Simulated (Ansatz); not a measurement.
# Li2TlBr3: relaxing a made-up structure

This structure for Li2TlBr3 is made up. Its elements were placed in a known structure type with a cell scaled to their sizes. What cell does the guess relax to, and how far off was it?

Main program and level: Ansatz 0.2.0; DFT, PBE, plane-wave PAW, files of the set soft_1, scalar-relativistic, no spin, cell and ions relaxed at zero pressure; PAW set soft_1, in the first sound run; inputs show where later runs differ.

## (1) Starting point

Symmetry: Immm, No. 71, orthorhombic system. The conventional cell has a = 4.529 Å, b = 5.517 Å, c = 12.700 Å, α = 90.00°, β = 90.00°, γ = 90.00°. Nearest to Tl lie 8 Br at 3.57 Å. Nearest to Br lie 2 Li at 2.48 Å. Br has 4 Li at 2.52 to 2.77 Å nearest. Li has 5 Br at 2.48 to 2.77 Å nearest. Farther neighbours and most contacts between anions are not listed.

## (2) Relaxing cell and atoms

The guess takes its coordinates from another compound and its volume from a rule, so the cell and any free coordinates are relaxed together.

input.yaml reads:

```yaml
crystal:
  lattice:
    - [-2.2645, 2.7585, 6.35]
    - [2.2645, -2.7585, 6.35]
    - [2.2645, 2.7585, -6.35]
  atoms:
    - { symbol: Tl, position: [0.0, 0.5, 0.5] }
    - { symbol: Br, position: [0.5, 0.0, 0.5] }
    - { symbol: Br, position: [0.217, 0.217, 0.0] }
    - { symbol: Br, position: [0.783, 0.783, 0.0] }
    - { symbol: Li, position: [0.6952, 0.1952, 0.5] }
    - { symbol: Li, position: [0.3048, 0.8048, 0.5] }
kpoints:
  mp_grid: { grid: [8, 8, 8] }
scf:
  occupations: { method: fermi_dirac, width: 0.05 }
hamiltonian:
  xc: pbe
  pseudopotentials: { kind: paw, azcp: { folder: soft_1 } }
relax:
  f_tol: 0.015
  max_steps: 70
  cell: {}
output:
  forces: true
  stress: true
```

Run with:

```bash
ansatz run input.yaml --threads 4 --pin off --max-ram 10240MiB --backend cpu --events-out ev --progress --plain --runs-dir out
```

Numbers of over 12 decimals in the logs are rounded to 6 here.

The log of the run:

```text
basis.fft_grid_basis auto: the FFT boxes are laid along the combinations [[1, 0, 1], [0, 1, 1], [0, 0, 1]] of the cell's own vectors, 5.517, 4.529 and 7.284 Å long. The dense box has 40×32×50 points. Along the cell's own vectors, as sized, it would have 50×50×50, 1.95 times as many. Of the 8 symmetry operations that the crystal satisfies within crystal.symmetry.tolerance (time reversal apart; of a slab, those that ke [...]
Engine: ansatz 0.2.0, aarch64-unknown-linux-gnu
Pseudopotentials: kind: paw
Pseudopotential: Tl, paw, valence charge 13, recommended cutoff 420 eV (normal), soft_1/Tl.paw.azcp
Pseudopotential: Br, paw, valence charge 7, recommended cutoff 420 eV (normal), soft_1/Br.paw.azcp
Pseudopotential: Li, paw, valence charge 3, recommended cutoff 420 eV (normal), soft_1/Li.paw.azcp
Functional definition: PBE
  parameter kappa = 0.804
  parameter beta = 0.066725
  exchange = pbe_x(kappa = kappa, mu = beta*pi^2/3)
  correlation = pbe_c(beta = beta)
Crystal: 6 atoms, lattice volume = 158.664 Å³
Basis set: ecut = 420 eV, 3083 PW (Γ), FFT grids on a1+a3, a2+a3, a3, exchange–correlation on 80×64×100 points (8 copies of the dense FFT grid, shifted against one another)
Bands: 26, of which v1, the nominal top of the filled ones, is band 20 counted from 1 (19 counted from 0)
Symmetry: 8 space group operations
Space group: Immm (ITA 71), of the structure as read, at distance tolerance 5.4e-5 Å
k-points: 95 of 512
Non-local potential: Tl, projectors of the file, l = 0: 2, l = 1: 2, l = 2: 2, l = 3: 1
Non-local potential: Br, projectors of the file, l = 0: 2, l = 1: 2, l = 2: 2
Non-local potential: Li, projectors of the file, l = 0: 3, l = 1: 2, l = 2: 1
PAW form: soft (Blöchl's): semilocal exchange-correlation on the pseudo side does not see the compensation charge
PAW one-centre angular grid: Tl, 590 points (default); XC on 64 Gauss nodes
PAW one-centre angular grid: Br, 110 points (default); XC on 64 Gauss nodes
PAW one-centre angular grid: Li, 110 points (default); XC on 96 Gauss nodes
Initial density: superposition of atomic densities (chi_scale 0.1, normalization cell, long waves kept (reshape's long-wave potential 0.09 eV rms))
Initial wavefunctions: pseudopotential atomic-orbital guess
Functional: x = pbe(κ = 0.804, μ = 0.219515), c = pbe(β = 0.066725)
SCF iter   1: F=—  HF=-20214.004144 eV  |F-HF|=—  |Δ(HF+E_count)|=         —  Δρ=3.21e-2  dr2=2.30e0  ethr=3.10e-3  ⟨swp⟩=7.0  Hψ=12089  notcnv=0
preconditioner: auto → Resta (q_TF=auto, 2.168 Å⁻¹)  ε∞=3.1  [insulator: Δε(μ)=2.789 eV  Ē_g=12.089 eV  σ=0.050 eV  W_gap=1.00  n_scr=32 (ndim 8)  ℏωp=17.7 eV  f_vac=0.000  D(μ)=0.00/eV (n_scr^D=0)  ε∞_Penn≈3.1]
SCF iter   2: F=—  HF=-20213.164967 eV  |F-HF|=—  |Δ(HF+E_count)|=   8.39e-1  Δρ=1.21e-2  dr2=3.47e-1  ethr=3.10e-3  ⟨swp⟩=3.0  Hψ=5356  notcnv=0  defer=156
SCF iter   3: F=—  HF=-20213.062008 eV  |F-HF|=—  |Δ(HF+E_count)|=   1.03e-1  Δρ=3.83e-3  dr2=3.09e-2  ethr=8.68e-4  ⟨swp⟩=3.0  Hψ=5312  notcnv=0  defer=159
SCF iter   4: F=—  HF=-20213.063574 eV  |F-HF|=—  |Δ(HF+E_count)|=   1.57e-3  Δρ=5.49e-4  dr2=6.54e-4  ethr=7.72e-5  ⟨swp⟩=2.9  Hψ=4524  notcnv=0  defer=159
SCF iter   5: F=—  HF=-20213.064587 eV  |F-HF|=—  |Δ(HF+E_count)|=   1.01e-3  Δρ=1.40e-4  dr2=4.78e-5  ethr=1.63e-6  ⟨swp⟩=2.0  Hψ=3703  notcnv=0  defer=159
SCF iter   6: F=—  HF=-20213.064630 eV  |F-HF|=—  |Δ(HF+E_count)|=   4.27e-5  Δρ=3.54e-5  dr2=3.30e-6  ethr=1.20e-7  ⟨swp⟩=2.0  Hψ=3828  notcnv=0  defer=159
SCF iter   7: F=—  HF=-20213.064634 eV  |F-HF|=—  |Δ(HF+E_count)|=   3.80e-6  Δρ=8.12e-6  dr2=1.69e-7  ethr=8.24e-9  ⟨swp⟩=2.0  Hψ=3844  notcnv=0  defer=159
SCF iter   8: F=-20213.064634 eV  HF=-20213.064634 eV  |F-HF|=3.63e-9  |Δ(HF+E_count)|=   1.93e-7  Δρ=2.04e-6  dr2=9.81e-9  ethr=2.50e-10  ⟨swp⟩=4.0  Hψ=8360  notcnv=0
SCF 1 converged in 8 iterations: F = -20213.064634 eV  dr2 = 9.81e-9
  greatest PAW one-centre occupation: 1.000 electrons in one spin orbital (limit 2), on the Li atom at site 5 (counted from 0), in its partial waves of l = 0
relax step   1: F+E_penalty+E_count = -20213.06463386 eV  Δ(F+E_penalty+E_count) = +0.000e0 eV  max|allowed force component| = 2.014e-1 eV/Å  Δτ_max = 0.0000 Å  P = +1.000 GPa  Ω = 158.664 Å³  (8 SCF iters, dr2 threshold 1.00e-7 eV, accepted)
Crystal: 6 atoms, lattice volume = 163.855 Å³
Basis set: ecut = 420 eV, 3215 PW (Γ), FFT grids on a1+a3, a2+a3, a3, exchange–correlation on 80×64×100 points (8 copies of the dense FFT grid, shifted against one another)
Initial density: handed on by an earlier stage of this run
Initial wavefunctions: those handed on with the density
iter 1 solved again at ethr=1.33e-5 eV; its pass at ethr=3.10e-3 eV (dr2=5.31e-3 eV) is discarded
SCF iter   1: F=—  HF=-20213.126758 eV  |F-HF|=—  |Δ(HF+E_count)|=         —  Δρ=1.53e-3  dr2=5.27e-3  ethr=1.33e-5  ⟨swp⟩=2.0  Hψ=15496  notcnv=0
preconditioner: auto → Resta (q_TF=auto, 2.157 Å⁻¹)  ε∞=3.2  [insulator: Δε(μ)=3.662 eV  Ē_g=11.664 eV  σ=0.050 eV  W_gap=1.00  n_scr=32 (ndim 8)  ℏωp=17.4 eV  f_vac=0.016  D(μ)=0.00/eV (n_scr^D=0)  ε∞_Penn≈3.2]
SCF iter   2: F=—  HF=-20213.126085 eV  |F-HF|=—  |Δ(HF+E_count)|=   6.73e-4  Δρ=8.76e-4  dr2=1.85e-3  ethr=1.32e-5  ⟨swp⟩=1.4  Hψ=2891  notcnv=0
SCF iter   3: F=—  HF=-20213.125977 eV  |F-HF|=—  |Δ(HF+E_count)|=   1.08e-4  Δρ=1.39e-4  dr2=6.29e-5  ethr=4.63e-6  ⟨swp⟩=2.1  Hψ=3325  notcnv=0
SCF iter   4: F=—  HF=-20213.125975 eV  |F-HF|=—  |Δ(HF+E_count)|=   2.48e-6  Δρ=4.81e-5  dr2=4.69e-6  ethr=1.57e-7  ⟨swp⟩=2.0  Hψ=3879  notcnv=0
SCF iter   5: F=-20213.125978 eV  HF=-20213.125978 eV  |F-HF|=1.42e-7  |Δ(HF+E_count)|=   3.53e-6  Δρ=1.22e-5  dr2=3.04e-7  ethr=1.50e-9  ⟨swp⟩=5.0  Hψ=8884  notcnv=0
SCF 2 converged in 5 iterations: F = -20213.125978 eV  dr2 = 3.04e-7
relax step   2: F+E_penalty+E_count = -20213.12597841 eV  Δ(F+E_penalty+E_count) = -6.134e-2 eV  max|allowed force component| = 6.034e-2 eV/Å  Δτ_max = 0.1000 Å  P = +0.200 GPa  Ω = 163.855 Å³  energy of the carried Pulay correction = -2.065e-4 eV  (5 SCF iters, dr2 threshold 6.00e-7 eV, accepted)
Crystal: 6 atoms, lattice volume = 167.024 Å³
Basis set: ecut = 420 eV, 3277 PW (Γ), FFT grids on a1+a3, a2+a3, a3, exchange–correlation on 80×64×100 points (8 copies of the dense FFT grid, shifted against one another)
iter 1 solved again at ethr=2.10e-5 eV; its pass at ethr=3.10e-3 eV (dr2=8.42e-3 eV) is discarded
SCF iter   1: F=—  HF=-20213.149506 eV  |F-HF|=—  |Δ(HF+E_count)|=         —  Δρ=2.52e-3  dr2=8.31e-3  ethr=2.10e-5  ⟨swp⟩=2.1  Hψ=15523  notcnv=0
preconditioner: auto → Resta (q_TF=auto, 2.150 Å⁻¹)  ε∞=3.2  [insulator: Δε(μ)=3.632 eV  Ē_g=11.604 eV  σ=0.050 eV  W_gap=1.00  n_scr=32 (ndim 8)  ℏωp=17.2 eV  f_vac=0.024  D(μ)=0.00/eV (n_scr^D=0)  ε∞_Penn≈3.2]
SCF iter   2: F=—  HF=-20213.152294 eV  |F-HF|=—  |Δ(HF+E_count)|=   2.79e-3  Δρ=1.43e-3  dr2=2.94e-3  ethr=2.08e-5  ⟨swp⟩=1.0  Hψ=2470  notcnv=0
SCF iter   3: F=—  HF=-20213.153793 eV  |F-HF|=—  |Δ(HF+E_count)|=   1.50e-3  Δρ=1.21e-4  dr2=4.08e-5  ethr=7.35e-6  ⟨swp⟩=2.2  Hψ=3644  notcnv=0
SCF iter   4: F=—  HF=-20213.153817 eV  |F-HF|=—  |Δ(HF+E_count)|=   2.45e-5  Δρ=4.77e-5  dr2=4.31e-6  ethr=1.02e-7  ⟨swp⟩=2.2  Hψ=4379  notcnv=0
SCF iter   5: F=-20213.153821 eV  HF=-20213.153821 eV  |F-HF|=5.18e-8  |Δ(HF+E_count)|=   3.97e-6  Δρ=8.46e-6  dr2=1.64e-7  ethr=1.50e-9  ⟨swp⟩=5.0  Hψ=9036  notcnv=0
SCF 3 converged in 5 iterations: F = -20213.153821 eV  dr2 = 1.64e-7
relax step   3: F+E_penalty+E_count = -20213.15382139 eV  Δ(F+E_penalty+E_count) = -2.784e-2 eV  max|allowed force component| = 7.122e-2 eV/Å  Δτ_max = 0.0910 Å  P = -0.256 GPa  Ω = 167.024 Å³  energy of the carried Pulay correction = -3.294e-4 eV  (5 SCF iters, dr2 threshold 6.00e-7 eV, accepted)
Crystal: 6 atoms, lattice volume = 165.884 Å³
Basis set: ecut = 420 eV, 3253 PW (Γ), FFT grids on a1+a3, a2+a3, a3, exchange–correlation on 80×64×100 points (8 copies of the dense FFT grid, shifted against one another)
iter 1 solved again at ethr=1.26e-6 eV; its pass at ethr=3.10e-3 eV (dr2=5.04e-4 eV) is discarded
SCF iter   1: F=—  HF=-20213.159451 eV  |F-HF|=—  |Δ(HF+E_count)|=         —  Δρ=5.55e-4  dr2=5.97e-4  ethr=1.26e-6  ⟨swp⟩=3.0  Hψ=14593  notcnv=0
preconditioner: auto → Resta (q_TF=auto, 2.152 Å⁻¹)  ε∞=3.2  [insulator: Δε(μ)=3.595 eV  Ē_g=11.616 eV  σ=0.050 eV  W_gap=1.00  n_scr=32 (ndim 8)  ℏωp=17.3 eV  f_vac=0.024  D(μ)=0.00/eV (n_scr^D=0)  ε∞_Penn≈3.2]
SCF iter   2: F=—  HF=-20213.159415 eV  |F-HF|=—  |Δ(HF+E_count)|=   3.54e-5  Δρ=3.02e-4  dr2=1.78e-4  ethr=1.26e-6  ⟨swp⟩=1.7  Hψ=3443  notcnv=0
SCF iter   3: F=—  HF=-20213.159412 eV  |F-HF|=—  |Δ(HF+E_count)|=   3.63e-6  Δρ=3.91e-5  dr2=4.57e-6  ethr=4.44e-7  ⟨swp⟩=2.5  Hψ=4410  notcnv=0
SCF iter   4: F=-20213.159413 eV  HF=-20213.159413 eV  |F-HF|=3.70e-7  |Δ(HF+E_count)|=   1.40e-6  Δρ=1.32e-5  dr2=2.90e-7  ethr=1.50e-9  ⟨swp⟩=5.0  Hψ=9365  notcnv=0
SCF 4 converged in 4 iterations: F = -20213.159413 eV  dr2 = 2.90e-7
relax step   4: F+E_penalty+E_count = -20213.15941327 eV  Δ(F+E_penalty+E_count) = -5.592e-3 eV  max|allowed force component| = 2.631e-2 eV/Å  Δτ_max = 0.0130 Å  P = -0.135 GPa  Ω = 165.884 Å³  energy of the carried Pulay correction = -2.854e-4 eV  (4 SCF iters, dr2 threshold 6.00e-7 eV, accepted)
Crystal: 6 atoms, lattice volume = 164.291 Å³
Basis set: ecut = 420 eV, 3229 PW (Γ), FFT grids on a1+a3, a2+a3, a3, exchange–correlation on 80×64×100 points (8 copies of the dense FFT grid, shifted against one another)
iter 1 solved again at ethr=1.30e-6 eV; its pass at ethr=3.10e-3 eV (dr2=5.20e-4 eV) is discarded
SCF iter   1: F=—  HF=-20213.161369 eV  |F-HF|=—  |Δ(HF+E_count)|=         —  Δρ=3.87e-4  dr2=4.89e-4  ethr=1.30e-6  ⟨swp⟩=2.0  Hψ=15514  notcnv=0
preconditioner: auto → Resta (q_TF=auto, 2.156 Å⁻¹)  ε∞=3.2  [insulator: Δε(μ)=3.506 eV  Ē_g=11.641 eV  σ=0.050 eV  W_gap=1.00  n_scr=32 (ndim 8)  ℏωp=17.4 eV  f_vac=0.022  D(μ)=0.00/eV (n_scr^D=0)  ε∞_Penn≈3.2]
SCF iter   2: F=—  HF=-20213.161242 eV  |F-HF|=—  |Δ(HF+E_count)|=   1.28e-4  Δρ=2.14e-4  dr2=1.34e-4  ethr=1.22e-6  ⟨swp⟩=2.2  Hψ=3732  notcnv=0
SCF iter   3: F=—  HF=-20213.161241 eV  |F-HF|=—  |Δ(HF+E_count)|=   5.98e-7  Δρ=4.77e-5  dr2=7.88e-6  ethr=3.34e-7  ⟨swp⟩=2.4  Hψ=3751  notcnv=0
SCF iter   4: F=—  HF=-20213.161245 eV  |F-HF|=—  |Δ(HF+E_count)|=   3.47e-6  Δρ=1.21e-5  dr2=3.51e-7  ethr=1.97e-8  ⟨swp⟩=2.3  Hψ=4125  notcnv=0
SCF iter   5: F=-20213.161245 eV  HF=-20213.161245 eV  |F-HF|=2.87e-8  |Δ(HF+E_count)|=   5.35e-7  Δρ=3.23e-6  dr2=2.89e-8  ethr=5.20e-10  ⟨swp⟩=4.0  Hψ=8380  notcnv=0
SCF 5 converged in 5 iterations: F = -20213.161245 eV  dr2 = 2.89e-8
relax step   5: F+E_penalty+E_count = -20213.16124510 eV  Δ(F+E_penalty+E_count) = -1.832e-3 eV  max|allowed force component| = 1.106e-2 eV/Å  Δτ_max = 0.0007 Å  P = +0.045 GPa  Ω = 164.291 Å³  energy of the carried Pulay correction = -2.236e-4 eV  (5 SCF iters, dr2 threshold 2.08e-7 eV, accepted)
Crystal: 6 atoms, lattice volume = 164.685 Å³
iter 1 solved again at ethr=1.29e-7 eV; its pass at ethr=3.10e-3 eV (dr2=5.14e-5 eV) is discarded
SCF iter   1: F=—  HF=-20213.161302 eV  |F-HF|=—  |Δ(HF+E_count)|=         —  Δρ=1.94e-4  dr2=5.00e-5  ethr=1.29e-7  ⟨swp⟩=2.0  Hψ=12627  notcnv=0
preconditioner: auto → Resta (q_TF=auto, 2.155 Å⁻¹)  ε∞=3.2  [insulator: Δε(μ)=3.520 eV  Ē_g=11.633 eV  σ=0.050 eV  W_gap=1.00  n_scr=32 (ndim 8)  ℏωp=17.4 eV  f_vac=0.024  D(μ)=0.00/eV (n_scr^D=0)  ε∞_Penn≈3.2]
SCF iter   2: F=—  HF=-20213.161336 eV  |F-HF|=—  |Δ(HF+E_count)|=   3.41e-5  Δρ=1.06e-4  dr2=1.50e-5  ethr=1.25e-7  ⟨swp⟩=2.0  Hψ=3721  notcnv=0
SCF iter   3: F=—  HF=-20213.161338 eV  |F-HF|=—  |Δ(HF+E_count)|=   2.13e-6  Δρ=1.14e-5  dr2=3.98e-7  ethr=3.75e-8  ⟨swp⟩=2.7  Hψ=4189  notcnv=0
SCF iter   4: F=—  HF=-20213.161338 eV  |F-HF|=—  |Δ(HF+E_count)|=   3.93e-7  Δρ=4.55e-6  dr2=3.88e-8  ethr=9.94e-10  ⟨swp⟩=2.2  Hψ=3983  notcnv=0
SCF iter   5: F=-20213.161338 eV  HF=-20213.161338 eV  |F-HF|=1.54e-9  |Δ(HF+E_count)|=   4.81e-8  Δρ=8.35e-7  dr2=1.69e-9  ethr=2.03e-11  ⟨swp⟩=4.9  Hψ=8893  notcnv=0
SCF 6 converged in 5 iterations: F = -20213.161338 eV  dr2 = 1.69e-9
relax step   6: F+E_penalty+E_count = -20213.16133827 eV  Δ(F+E_penalty+E_count) = -9.317e-5 eV  max|allowed force component| = 1.325e-3 eV/Å  Δτ_max = 0.0050 Å  P = -0.004 GPa  Ω = 164.685 Å³  energy of the carried Pulay correction = -2.389e-4 eV  (5 SCF iters, dr2 threshold 8.11e-9 eV, accepted)
Basis set: ecut = 420 eV, 3229 PW (Γ), FFT grids on a1+a3, a2+a3, a3, exchange–correlation on 80×60×108 points (8 copies of the dense FFT grid, shifted against one another)
Initial wavefunctions: pseudopotential atomic-orbital guess (no wavefunctions were taken with the density)
iter 1 solved again at ethr=4.25e-7 eV; its pass at ethr=3.10e-3 eV (dr2=1.70e-4 eV) is discarded
SCF iter   1: F=—  HF=-20213.161210 eV  |F-HF|=—  |Δ(HF+E_count)|=         —  Δρ=1.16e-4  dr2=9.42e-7  ethr=4.25e-7  ⟨swp⟩=3.1  Hψ=18100  notcnv=0
preconditioner: auto → Resta (q_TF=auto, 2.155 Å⁻¹)  ε∞=3.2  [insulator: Δε(μ)=3.518 eV  Ē_g=11.633 eV  σ=0.050 eV  W_gap=1.00  n_scr=32 (ndim 8)  ℏωp=17.4 eV  f_vac=0.025  D(μ)=0.00/eV (n_scr^D=0)  ε∞_Penn≈3.2]
SCF iter   2: F=—  HF=-20213.161618 eV  |F-HF|=—  |Δ(HF+E_count)|=   4.08e-4  Δρ=5.86e-5  dr2=2.39e-7  ethr=2.35e-9  ⟨swp⟩=2.0  Hψ=4341  notcnv=0
SCF iter   3: F=—  HF=-20213.161744 eV  |F-HF|=—  |Δ(HF+E_count)|=   1.26e-4  Δρ=2.15e-6  dr2=1.97e-9  ethr=5.97e-10  ⟨swp⟩=2.0  Hψ=4370  notcnv=0
SCF iter   4: F=—  HF=-20213.161744 eV  |F-HF|=—  |Δ(HF+E_count)|=   8.15e-8  Δρ=3.61e-7  dr2=2.03e-10  ethr=4.92e-12  ⟨swp⟩=2.0  Hψ=4369  notcnv=0
SCF iter   5: F=-20213.161744 eV  HF=-20213.161744 eV  |F-HF|=8.00e-11  |Δ(HF+E_count)|=  3.82e-10  Δρ=1.02e-7  dr2=3.08e-11  ethr=1.00e-12  ⟨swp⟩=4.1  Hψ=8366  notcnv=0
SCF 7 converged in 5 iterations: F = -20213.161744 eV  dr2 = 3.08e-11
relax step   7: F+E_penalty+E_count = -20213.16174361 eV  Δ(F+E_penalty+E_count) = -4.053e-4 eV  max|allowed force component| = 1.312e-3 eV/Å  Δτ_max = 0.0000 Å  P = -0.000 GPa  Ω = 164.685 Å³  stress off target by 3.95e-3 GPa  SCF on the basis re-selected at this cell (its energy is not comparable with the rows above)  (5 SCF iters)
basis re-selected at this cell: Δ(F+E_penalty+E_count) = -4.053e-4 eV, ΔP = +0.004 GPa vs the last step (what re-selecting the basis moved, of the pressure what is left beyond the Pulay correction that the steps carried, after the strain that the cell walked since its last selection, with what the two solves' SCF thresholds leave and, on support functions, any second-order correction that the steps lacked; it is no measure of the basis error at this ecutwfc). The dense FFT grid was sized anew with the basis: this SCF ran on 40×30×54 points, the steps before it on 40×32×50, so part of this shift can come from that change (see relax.cell in the input reference). [rest of the remark cut]
SCF converged after 5 iterations
Free energy (F): -20213.161744 eV
Harris-Foulkes:  -20213.161744 eV  (|F-HF|=8.00e-11)
Internal energy: -20213.161744 eV  (E = F + TS)
E sigma→0 (E₀):  -20213.161744 eV
Fermi energy:    4.058595 eV
--- Per-component energies (eV) ---
  E_band       = -290.845831
  E_kinetic    = 692.687842
  E_local      = -1976.013380  (includes V_loc(G=0)·N_el)
  E_nonlocal   = 430.792179
  E_hartree    = 662.126907
  E_xc         = -796.481966
  E_vxc        = -474.796333  (∫ρ·V_xc dr)
  E_paw        = -17172.262662  (= ΣΔE_a)
  E_vpaw       = -287.770466  (= ΣTr[D̂ρ^β])
  E_aug_tail   = 0.000467  (compensation charges beyond the density's cutoff)
  E_ewald      = -2054.011130
  E_smearing   = -0.000000  (= −TS)
  E_closure    = 0.000000  (closes the sum)
  Σ components = -20213.161744   (vs F -20213.161744, Δ=0.00e0)
--- Forces (eV/Å), atoms counted from 1 ---
  atom   1  Tl     0.00000000     0.00000000     0.00000000
  atom   2  Br     0.00000000     0.00000000     0.00000000
  atom   3  Br     0.00000000     0.00000000     0.00118205
  atom   4  Br     0.00000000     0.00000000    -0.00118205
  atom   5  Li     0.00000000     0.00000000    -0.00131155
  atom   6  Li     0.00000000     0.00000000     0.00131155
  max |Σ_I F_I| component: 0.00e0 eV/Å
--- Stress (GPa, compression-positive) ---
       -0.002845       0.000000       0.000000
        0.000000      -0.002088       0.000000
        0.000000       0.000000       0.003954
  P = ⅓ Tr σ = -0.0003 GPa (-0.003 kbar)
--- Relaxed structure (6 steps of the walk, 6 accepted, 1 SCFs on fresh bases) ---
  F+E_penalty+E_count = -20213.16174361 eV   max|allowed force component| = 1.312e-3 eV/Å   (the final SCF, on the basis selected at the relaxed cell)
  cell:  # Å, volume = 164.6849 Å³
    - [-2.161546, 2.801754, 6.798286]
    - [2.161546, -2.801754, 6.798286]
    - [2.161546, 2.801754, -6.798286]
  atoms:
    - { symbol: Tl, position: [2.0488859952481988e-19, 0.5, 0.5] }
    - { symbol: Br, position: [0.5, 2.0488859952481925e-19, 0.5] }
    - { symbol: Br, position: [0.202067, 0.202067, 0] }
    - { symbol: Br, position: [0.797933, 0.797933, 0] }
    - { symbol: Li, position: [0.690690, 0.190690, 0.500000] }
    - { symbol: Li, position: [0.309310, 0.809310, 0.5] }
```

The job ended after 29 s (4 threads of Arm Neoverse V2, shared host; peak memory 0.81 GiB).

The steps of the relaxation:

```csv
step,energy less that of the first step (eV),largest force component (eV/Å),pressure (GPa),volume (Å³)
1,0.0000,0.2014,1.00,158.66
2,-0.0613,0.0603,0.20,163.85
3,-0.0892,0.0712,-0.26,167.02
4,-0.0948,0.0263,-0.14,165.88
5,-0.0966,0.0111,0.04,164.29
6,-0.0967,0.0013,0.00,164.68
7*,-0.0971,0.0013,0.00,164.68
```

Relaxation steps marked * repeat the geometry before them on a plane-wave basis chosen anew for their cell, so energy and pressure can jump there.

The run keeps the 8 symmetry operations that it works with, so distortions that break them were not tested.

```csv
"conventional cell, symmetrised",before,after,change
a (Å),4.529,4.323,-4.5 %
b (Å),5.517,5.604,+1.6 %
c (Å),12.700,13.597,+7.1 %
volume (Å³/atom),26.44,27.45,+3.8 %
```

The atoms that moved most (Å, as changes of fractional coordinates times the final cell):

```csv
atom,dx,dy,dz,length
Br4,0.000,0.000,0.203,0.203
Br3,0.000,0.000,-0.203,0.203
Li5,0.000,0.000,-0.061,0.061
Li6,0.000,0.000,0.061,0.061
```

Final coordinates:

```xyz
6
Lattice="-2.1615 2.8018 6.7983 2.1615 -2.8018 6.7983 2.1615 2.8018 -6.7983" Properties=species:S:1:pos:R:3 pbc="T T T"
Tl    2.1615    0.0000    0.0000
Br    0.0000    2.8018    0.0000
Br    0.0000    0.0000    2.7474
Br    0.0000    0.0000   10.8492
Li    0.0000    2.8018    2.5927
Li    2.1615    0.0000    4.2056
```

This step gave:

| Property | Result |
| --- | --- |
| free energy | -20213.1617 eV |
| Fermi energy | 4.059 eV |
| gap by band count | 3.518 eV |
| electrons | 40 |
| symmetry operations | 8 |
| pressure | -3.26e-4 GPa |

The shortest distance of each pair, which need not be the same contact before and after:

```csv
pair,guess (Å),relaxed (Å)
Br–Li,2.479,2.593
Br–Tl,3.567,3.496
Br–Br,3.666,3.771
Li–Li,3.831,3.889
Li–Tl,3.871,4.206
```

The relaxation ends with a largest force component of 0.0013 eV/Å and a pressure of 0.00 GPa.

[end of part 1 of 2]

[Logs are printed without paths, hosts, clocks, repeated set-up lines and the standing remarks that a program may print on its own settings, such as how far it seeks lower states.]

[Hosts, paths, dates, database ids (printed as entryN), source tags and the programs' standing remarks are cut or masked in the printed files.]
